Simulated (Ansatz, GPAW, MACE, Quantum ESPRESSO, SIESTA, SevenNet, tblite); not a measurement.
**Other levels on HfO2(111) slab (54 atoms)**

The cell holds 54 atoms: 18 Hf and 36 O. Cell: a = 10.776 Å, b = 7.184 Å, c = 17.332 Å, α = 90.0°, β = 90.0°, γ = 120.0°. It derives from HfO2 (fluorite-type). Fluorite-type HfO2 (a = 5.08 Å), (111) slab of 3 repeat layers, 3 x 2 surface cells, 10 Å of vacuum; not relaxed, displaced by a Gaussian of 0.02 Å. Then every atom was moved at random, 0.05 Å r.m.s. a Cartesian component. Vacuum lies along c.

Geometry: as built.

The reference, a calculation:

| Item | Value |
| --- | --- |
| method | Kohn-Sham DFT, PBE, PAW, plane waves (Ansatz 0.2.0); cutoff 420 eV, Γ point, fermi-dirac smearing of 0.05 eV; PAW set soft_2 |
| r.m.s. force component | 0.8861 eV/Å |
| longest force | 3.14 eV/Å |
| gap (highest filled to lowest empty level) | 3.474 eV |
| SCF cycles | 10 |
| time | 23 s on 4 threads of Arm Neoverse V1, shared host |
| CPU time | 81 s |

Runs, in no order:
A. SIESTA PBE, SZP, shift 0.01 Ry, mesh 500 Ry: Kohn-Sham DFT, PBE, PseudoDojo 0.4.1 norm-conserving pseudopotentials (converted to PSML), numerical atomic orbitals (SZP), diagonalisation
B. SevenNet l3i5 potential: machine-learned interatomic potential SevenNet l3i5, trained on PBE(+U) plane-wave data
C. tblite GFN1-xTB: GFN1-xTB tight binding, diagonalisation
D. GPAW PBE, LCAO szp(dzp), h 0.18 Å: Kohn-Sham DFT, PBE, PAW, atomic orbitals (szp(dzp))
E. GPAW PBE, LCAO dzp, h 0.28 Å: Kohn-Sham DFT, PBE, PAW, atomic orbitals (dzp)

**Question.** Rank the runs by how far their forces lie from the reference's, least first.

B, A, D, C, E.

| run | Δ force, r.m.s. (meV/Å) | share of r.m.s. force (%) | CPU time |
| --- | --- | --- | --- |
| B. SevenNet l3i5 potential | 90.1 | 10.2 | 12 s |
| A. SIESTA PBE, SZP, shift 0.01 Ry, mesh 500 Ry | 151 | 17.0 | 3 min |
| D. GPAW PBE, LCAO szp(dzp), h 0.18 Å | 255 | 28.7 | 2.6 min |
| C. tblite GFN1-xTB | 641 | 72.4 | 2.6 s |
| E. GPAW PBE, LCAO dzp, h 0.28 Å | 1863 | 210 | 91 s |

Periodic xTB results under one method name differ between programs and library versions. Machine-learned potentials mimic data converged in k, so the reference's own k-point error enters their differences. The electronic-structure runs sample only Γ, in a cell whose shortest periodic width is 6 Å.

[Hosts, paths, dates, database ids (printed as entryN), source tags and the programs' standing remarks are cut or masked in the printed files.]
